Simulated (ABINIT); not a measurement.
**CsGeCl3 (R3m): Bethe-Salpeter spectra with ABINIT**

Aim: the absorption spectrum of CsGeCl3 (R3m) with electron-hole interaction, and what each part of the kernel does.

Main program and level: ABINIT 10.8.3; LDA and many-body steps on it, plane waves.

### Step 1. Starting point

It takes space group R3m (No. 160, trigonal). Conventional cell: a = 7.694 Å, b = 7.694 Å, c = 9.535 Å, α = 90.00°, β = 90.00°, γ = 120.00°. Nearest to Cs lie 12 Cl at 3.86 to 3.90 Å. Nearest to Ge lie 3 Cl at 2.37 Å. Cl has 2 Ge at 2.37 to 3.10 Å and 4 Cs at 3.86 to 3.90 Å nearest. Farther neighbours and most contacts between anions are not listed.

The cell and positions are those that the Materials Project relaxed with its own functionals (PBE, PBE+U or r2SCAN), kept fixed. Spin-orbit coupling is left out unless a step names it.

### Step 2. Empty states on the mesh, 2×2×2 mesh, 188 bands

This step: ABINIT 10.8.3; DFT, LDA, plane waves, norm-conserving pseudopotentials.

The sums over transitions need many empty states on a uniform mesh; this step solves for them.

File run.abi:

```
acell 3*1.0 Angstrom
rprim 
  3.846816390705 2.220960478697 3.178300533600
  -3.846816390705 2.220960478697 3.178300533600
  -0.000000000000 -4.441920957394 3.178300533600
ntypat 3
znucl 55 32 17
natom 5
typat 1 2 3 3 3
xred 
  0.998403350000 0.998403350000 0.998403350000
  0.515533150000 0.515533150000 0.515533150000
  0.496712670000 0.496712670000 0.948638170000
  0.496712670000 0.948638170000 0.496712670000
  0.948638170000 0.496712670000 0.496712670000
pp_dirpath "pseudos"
pseudos "Cs.upf, Ge.upf, Cl.upf"
ecut 56
ngkpt 2 2 2
nshiftk 1
shiftk 0 0 0
kptopt 1
chksymbreak 0
iscf -2
irdden 1
istwfk *1
nband 188
nbdbuf 16
tolwfr 1e-09
nstep 60
prtvol 0
indata_prefix "in"
outdata_prefix "out"
tmpdata_prefix "tmp"
```

Command:

```
> OMP_NUM_THREADS=1 mpirun -n 4 abinit run.abi > log
```

Numbers of over 12 decimals in the logs are rounded to 6 here.

Output:

```text
.Version 10.8.3 of ABINIT. v10.8.2 released Aug 2026.

 Symmetries : space group R3 m (#160); Bravais hR (rhombohedral)
[... echo of the input left out ...]
== DATASET  1 ==================================================================
-   mpi_nproc: 4, omp_nthreads: 1 (-1 if OMP is not activated)

--- !DatasetInfo
iteration_state: {dtset: 1, }
dimensions: {natom: 5, nkpt: 4, mband: 188, nsppol: 1, nspinor: 1, nspden: 1, mpw: 22041, }
cutoff_energies: {ecut:  56.0, pawecutdg:  -1.0, }
[...]
1.75201    1.75456    1.75456    1.79945    1.79945    1.80733    1.81387    1.82471
   1.82471    1.83782    1.85296    1.85522    1.85522    1.87147    1.88158    1.88159
   1.90151    1.90169    1.91420    1.92910
 prteigrs : prtvol=0 or 1, do not print more k-points.

== END DATASET(S) ==============================================================
================================================================================

 -outvars: echo values of variables after computation  --------
            nband         188
             nkpt           4
          spgroup         160
 [... the other variables as echoed above ...]

 Calculation completed.
```

The job ended after 2.6 min (4 MPI ranks of AMD EPYC 9R45, shared host; peak memory 0.76 GiB).

This step gave:

```yaml
gap: 1.977 eV
k_of_the_valence_top: 0.5, 0.5, 0.5
k_of_the_conduction_bottom: 0.5, 0.5, 0.5
least_direct_gap: 1.977 eV
k_points_computed: 4
lowest_point_of_the_top_converged_band_above_the_valence_top: 46.91 eV
```

On this mesh the gap is 1.977 eV.

The density comes from a self-consistent run that is not shown.

### Step 3. Screening, 2×2×2 mesh, 172 bands, screening to 119.7 eV

The RPA dielectric matrix is built and inverted for each q.

This step: RPA screening on LDA, plane waves, norm-conserving pseudopotentials.

run.abi: that of step 2 with these lines changed.

```diff
@@ -23,10 +23,11 @@
 chksymbreak 0
-iscf -2
-irdden 1
 istwfk *1
-nband 188
-nbdbuf 16
-tolwfr 1e-09
-nstep 60
-prtvol 0
+occopt 1
+irdwfk 1
+optdriver 3
+nband 172
+ecuteps 4.4
+inclvkb 2
+awtr 1
+symchi 1
 indata_prefix "in"
```

Output:

```text
.Version 10.8.3 of ABINIT. v10.8.2 released Aug 2026.

 Symmetries : space group R3 m (#160); Bravais hR (rhombohedral)
[... echo of the input left out ...]
== DATASET  1 ==================================================================
-   mpi_nproc: 4, omp_nthreads: 1 (-1 if OMP is not activated)

--- !DatasetInfo
iteration_state: {dtset: 1, }
dimensions: {natom: 5, nkpt: 4, mband: 172, nsppol: 1, nspinor: 1, nspden: 1, mpw: 22041, }
cutoff_energies: {ecut:  56.0, pawecutdg:  -1.0, }
[...]
--------------------------------------------------------------------------------
[... chi0 elements left out ...]
 For q-point:  0.000010 0.000020 0.000030
  dielectric constant =   5.9646
  dielectric constant without local fields =   7.2307

  Average fulfillment of the sum rule on Im[epsilon] for q-point    1 :     51.20  [%]
[... wings left out ...]
  q-point number  2        q = ( 0.500000, 0.000000, 0.000000) [r.l.u.]
--------------------------------------------------------------------------------
[... chi0 elements left out ...]
  Average fulfillment of the sum rule on Im[epsilon] for q-point    2 :     55.26  [%]

 [... 2 further q-points ...]
```

The job ended after 54 s (4 MPI ranks; peak memory 2.9 GiB).

Numbers from this step:

| Quantity | Value |
| --- | --- |
| ε∞ with local fields, on this mesh, along the program's q direction | 5.965 |
| the same without local fields | 7.231 |
| plasma frequency | 20.98 eV |
| plane waves in the screening matrix | 467 |

Local fields lower ε∞ by 18 %. On a Γ-centred mesh this coarse the value itself is usually too large, while a short band sum pulls it down.

### Step 4. Self-energy, 2×2×2 mesh, 172 bands, screening to 119.7 eV

The self-energy is evaluated for the states that the input lists, and the levels follow from it, in one-shot runs by the linearised quasiparticle equation.

This step: G0W0 on LDA, plane waves, norm-conserving pseudopotentials.

run.abi: that of step 3 with these lines changed.

```diff
@@ -26,8 +26,17 @@
 irdwfk 1
-optdriver 3
+optdriver 4
 nband 172
+gwcalctyp 0
+ecutsigx 56
+symsigma 1
+nkptgw 2
+kptgw 
+  0.5000000000 0.5000000000 0.5000000000
+  0.0000000000 0.0000000000 0.0000000000
+bdgw 
+  25 28
+  24 29
 ecuteps 4.4
-inclvkb 2
-awtr 1
-symchi 1
+irdscr 1
+ppmodel 1
 indata_prefix "in"
```

Output:

```text
.Version 10.8.3 of ABINIT. v10.8.2 released Aug 2026.

 Symmetries : space group R3 m (#160); Bravais hR (rhombohedral)
[... echo of the input left out ...]
== DATASET  1 ==================================================================
-   mpi_nproc: 4, omp_nthreads: 1 (-1 if OMP is not activated)

--- !DatasetInfo
iteration_state: {dtset: 1, }
dimensions: {natom: 5, nkpt: 4, mband: 172, nsppol: 1, nspinor: 1, nspden: 1, mpw: 22041, }
cutoff_energies: {ecut:  56.0, pawecutdg:  -1.0, }
[...]
Band     E0 <VxcDFT>   SigX SigC(E0)      Z dSigC/dE  Sig(E)    E-E0       E
[...]
28   6.059  -7.267  -2.987  -3.207   0.841  -0.189  -6.365   0.902   6.961
       29   6.059  -7.267  -2.987  -3.207   0.841  -0.189  -6.365   0.902   6.961

== END DATASET(S) ==============================================================
================================================================================

 -outvars: echo values of variables after computation  --------
           etotal      0.0000000000E+00
            nband         172
             nkpt           4
          spgroup         160
 [... the other variables as echoed above ...]

 Calculation completed.
```

Elapsed: 16 s, on 4 MPI ranks; peak memory 2 GiB.

This step gave:

- G0W0 gap on the points computed: 3.618 eV
- starting gap on the mesh: 1.977 eV
- k of the valence top: 0.5, 0.5, 0.5
- k of the conduction bottom: 0.5, 0.5, 0.5
- least direct G0W0 gap on the computed points: 3.618 eV

The gap on the mesh goes from 1.98 eV to 3.62 eV, a correction of +1.64 eV.

The gap opens by 1.641 eV; the next steps shift the empty bands rigidly by 1.641 eV.

### Step 5. Excitons

Light makes an electron and a hole together. The Bethe-Salpeter equation adds their screened attraction and their exchange, in a window of bands around the gap.

This step: Bethe-Salpeter equation on LDA with a scissors shift, plane waves, norm-conserving pseudopotentials.

run.abi: that of step 4 with these lines changed.

```diff
@@ -26,17 +26,17 @@
 irdwfk 1
-optdriver 4
-nband 172
-gwcalctyp 0
-ecutsigx 56
-symsigma 1
-nkptgw 2
-kptgw 
-  0.5000000000 0.5000000000 0.5000000000
-  0.0000000000 0.0000000000 0.0000000000
-bdgw 
-  25 28
-  24 29
-ecuteps 4.4
+optdriver 99
+bs_calctype 1
+mbpt_sciss 1.641 eV
+bs_loband 18
+nband 36
+bs_exchange_term 1
+bs_coulomb_term 11
+bs_coupling 0
+bs_algorithm 1
+bs_freq_mesh 0 10 0.1 eV
+zcut 0.15 eV
+ecuteps 4
+ecutwfn 28
+inclvkb 2
 irdscr 1
-ppmodel 1
 indata_prefix "in"
```

Output:

```text
.Version 10.8.3 of ABINIT. v10.8.2 released Aug 2026.

 Symmetries : space group R3 m (#160); Bravais hR (rhombohedral)
[... echo of the input left out ...]
== DATASET  1 ==================================================================
-   mpi_nproc: 4, omp_nthreads: 1 (-1 if OMP is not activated)

--- !DatasetInfo
iteration_state: {dtset: 1, }
dimensions: {natom: 5, nkpt: 4, mband: 36, nsppol: 1, nspinor: 1, nspden: 1, mpw: 7815, }
cutoff_energies: {ecut:  28.0, pawecutdg:  -1.0, }
electrons: {nelect:   5.20000000E+01, charge:   0.00000000E+00, occopt:   1.00000000E+00, tsmear:   1.00000000E-02, }

 Exciton: Calculation of dielectric properties by solving the Bethe-Salpeter equation
 in frequency domain and reciprocal space on a transitions basis set.
 Based on a program developed by L. Reining, V. Olevano, F. Sottile,
 S. Albrecht, and G. Onida. Incorporated in ABINIT by M. Giantomassi.

.Using double precision arithmetic ; gwpc =  8

[... cell and pseudopotentials left out ...]
--------------------------------------------------------------------------------

 ==== K-mesh for the wavefunctions ====
 Number of points in the irreducible wedge :     4
[... list of points left out ...]
 Together with  6 symmetry operations and time-reversal symmetry
 yields     8 points in the full Brillouin Zone.

 ==== Q-mesh for the screening function ====
 Number of points in the irreducible wedge :     4
[... list of points left out ...]
 Together with  6 symmetry operations and time-reversal symmetry
 yields     8 points in the full Brillouin Zone.

 vcoul_init : cutoff-mode = AUXILIARY_FUNCTION
 q-points for optical limit:   1
     1)      0.000010    0.000020    0.000030
 setmesh: FFT mesh size selected  =    36x   36x   36
          total number of points  =        46656

 ==== Fundamental parameters for the solution of the Bethe-Salpeter equation: ====
 Algorithm: Direct diagonalization.
 Dimension of the v, W matrices,  npweps  = 437
 Cutoff for the wavefunctions,    npwwfn  = 7815
 Number of k-points in the IBZ,   nkibz   = 4
 Highest empty band included,     nband   = 36
 === Spin UP ===
 Number of resonant transitions          720
 Lowest occupied state                   18
 Highest occupied state                  26
 Lowest unoccupied state                 27
 Highest unoccupied state                36
 Minimum frequency [eV]           Emin    =   0.00
 Maximum frequency [eV]           Emax    =  10.00
 Frequency step [eV]              dE      =   0.10
 Lorentzian broadening [eV]       eta     =   0.15
 RPA L0 with KS energies and KS wavefunctions
 Scissors operator energy [eV] =          1.64
 Local fields effects (v term) included
 Excitonic effects (W term) included
 Full W_GG' included
 W is read from an external SCR file
 Resonant-only calculation (Hermitian case)

 Calculating epsilon_Macro(q-->0,w), along the following directions:
 q = (  1.642612  0.000000  0.000000) [r.l.u.]
 q = (  0.000000  1.642612  0.000000) [r.l.u.]
 q = (  0.000000  0.000000  1.642612) [r.l.u.]
 q = (  1.156966 -1.156966  0.000000) [r.l.u.]
 q = (  0.667974  0.667974 -1.335949) [r.l.u.]
 q = (  0.955903  0.955903  0.955903) [r.l.u.]
 Number of electrons calculated from density =   51.8723; Expected =   52.0000
 average of density, n =  0.047179
 r_s =    1.7168
 omega_plasma =   20.9523 [eV]

. Writing resonant excitonic Hamiltonian on file out_BSR; file size=   0.00 [Gb].
 Direct diagonalization of the resonant excitonic Hamiltonian, Matrix size= 720
. Using LAPACK sequential version.
 Excitonic eigenvalues in eV up to n=   32
   2.94733   2.96230   2.96275   4.07111   4.13659   4.13705   4.27204   4.27266
   4.33090   4.95231   4.98223   4.98500   5.03705   5.04039   5.04928   5.13986
   5.14586   5.15150   5.43876   5.44972   5.45077   5.70215   5.72537   5.72820
   5.77189   5.77345   5.79497   5.96232   5.96434   5.98313   5.99087   6.01592

 First excitonic eigenvalue=    2.95 [eV]
 Last  excitonic eigenvalue=   14.22 [eV]

 GW  direct gap       3.62  0.00 [eV]
 EXC direct gap       2.95  0.00 [eV]
 EXC binding energy   0.67  0.00 [eV]

 Excitonic eigenvalues up to the GW energy gap [eV]
  1 (  2.95  0.00)
  2 (  2.96  0.00)
  3 (  2.96  0.00)

 Macroscopic dielectric function:
 omega [eV] <KS_RPA_nlf>  <GW_RPA_nlf>  <BSE>
   0.0000   6.5052   0.0000   4.6709   0.0000   5.6435   0.0000
   0.1000   6.5121   0.0211   4.6724   0.0046   5.6469   0.0103
   0.2000   6.5330   0.0427   4.6770   0.0092   5.6571   0.0208
   0.3000   6.5683   0.0654   4.6846   0.0139   5.6743   0.0314
   0.4000   6.6189   0.0898   4.6954   0.0187   5.6987   0.0425
   0.5000   6.6860   0.1165   4.7094   0.0236   5.7306   0.0541
   0.6000   6.7715   0.1466   4.7267   0.0286   5.7703   0.0663
   0.7000   6.8778   0.1813   4.7474   0.0339   5.8184   0.0795
   0.8000   7.0082   0.2223   4.7717   0.0395   5.8754   0.0937
   0.9000   7.1672   0.2721   4.7998   0.0453   5.9422   0.1093

 Writing KS-RPA macroscopic dielectric function without local fields to file: out_RPA_NLF_MDF
 Writing GW-RPA macroscopic dielectric function without local fields to file: out_GW_NLF_MDF
 Writing EXC Macroscopic dielectric function to file: out_EXC_MDF

== END DATASET(S) ==============================================================
================================================================================

 -outvars: echo values of variables after computation  --------
           etotal      0.0000000000E+00
            nband          36
             nkpt           4
          spgroup         160
 [... the other variables as echoed above ...]

 Calculation completed.
```

Elapsed: 28 s, on 4 MPI ranks; peak memory 0.8 GiB; 1.8 min of CPU time.

This step gave:

| Item | Value |
| --- | --- |
| direct gap of the transition levels | 3.618 eV |
| transitions in the window | 720 |
| first strong exciton (over a fiftieth of the strongest listed) | 2.947 eV |
| lowest state | 2.947 eV |
| binding of the lowest state below the direct gap | 0.6707 eV |
| Coulomb term of one mesh cell | 0.6277 eV |

The binding is 1.1 times the screened Coulomb term of one mesh cell (0.63 eV), so it is not shown settled.

The lowest state lies at 2.947 eV, 0.671 eV under the direct gap.

Lines within 3 meV are set at the lowest of them, and the highest group, which the list may cut short, is left out. Exciton lines, with heights relative to the strongest:

```
position (eV)  lines merged  oscillator strength, relative
        2.947             1                             51
        2.962             2                            100
        4.071             1                             22
        4.137             2                             55
        4.272             2                            2.5
        4.331             1                            0.0
        4.952             1                            0.0
        4.982             2                            1.8
        5.037             1                            5.5
        5.040             1                            5.2
        5.049             1                            4.2
```

Mean over the three Cartesian directions of q; broadening 0.15 eV; transition window only. Limits: finite bands, cutoff and mesh; no spin-orbit coupling; coarse k mesh; exciton not shown settled in the k mesh. The ε₂ by photon energy; read off at these points:

```
photon energy (eV)     BSE  no electron-hole interaction  Kohn-Sham, no shift
              0.00       0                             0                    0
              0.30  0.0314                        0.0139               0.0654
              0.50  0.0541                        0.0236                0.117
              0.80  0.0937                        0.0394                0.222
              1.10   0.146                        0.0581                0.415
              1.40   0.223                        0.0814                0.892
              1.60   0.299                         0.101                 1.83
              1.90   0.491                         0.141                 9.89
              2.20   0.923                         0.201                 4.56
              2.40    1.62                         0.263                 2.13
              2.70    5.85                         0.427                 2.24
              3.00    21.0                         0.831                 8.59
              3.20    6.57                          1.58                 14.1
              3.50    2.31                          7.75                 3.08
              3.80    2.93                          5.80                 1.68
              4.10    11.5                          1.96                 3.34
              4.30    5.56                          2.08                 6.97
              4.60    1.76                          6.73                 4.12
              4.90    2.41                          11.2                 1.82
              5.10    3.46                          3.69                 2.48
              5.40    5.33                          1.72                 4.99
              5.70    2.37                          2.86                 5.16
              5.90    2.77                          5.95                 4.58
              6.20    3.19                          4.89                 2.91
              6.50    4.24                          1.87                 1.54
              6.60    4.68                          1.87                 1.47
              6.80    3.57                          3.03                 1.60
              7.00    1.86                          4.73                 1.47
              7.30    1.74                          5.73                 2.00
              7.60    1.38                          5.03                 3.55
              7.80    1.82                          3.40                 2.90
              8.10    1.99                          1.64                 3.23
              8.40    2.43                          1.57                 3.23
              8.60    3.06                          1.51                 3.07
              8.90    2.44                          1.95                 2.61
              9.20    1.82                          3.39                 1.66
              9.50    2.58                          2.81                 1.46
              9.70    2.62                          3.22                 1.47
             10.00    1.88                          3.24                 1.85
```

(Part 1 of 3 ends here.)

[Paths, hosts, dates, memory and timing lines, banners, echoed tables and standing remarks are left out of the program output.]

[Logs are printed without paths, hosts, clocks, repeated set-up lines and the standing remarks that a program may print on its own settings, such as how far it seeks lower states.]

[Runs of the session that timed out or met a known fault of the program may be left out.]

[Hosts, paths, dates, database ids (printed as entryN), source tags and the programs' standing remarks are cut or masked in the printed files.]

[G0W0 gaps are taken among the corrected bands and points alone; a level outside them can change the order at an edge.]

[Where Ansatz stands beside ABINIT at settings called matched, ABINIT's density can come from a denser mesh and the files from another edition; pairs whose starting gaps differed by over 0.03 eV were left out, so agreement reads better than it is.]
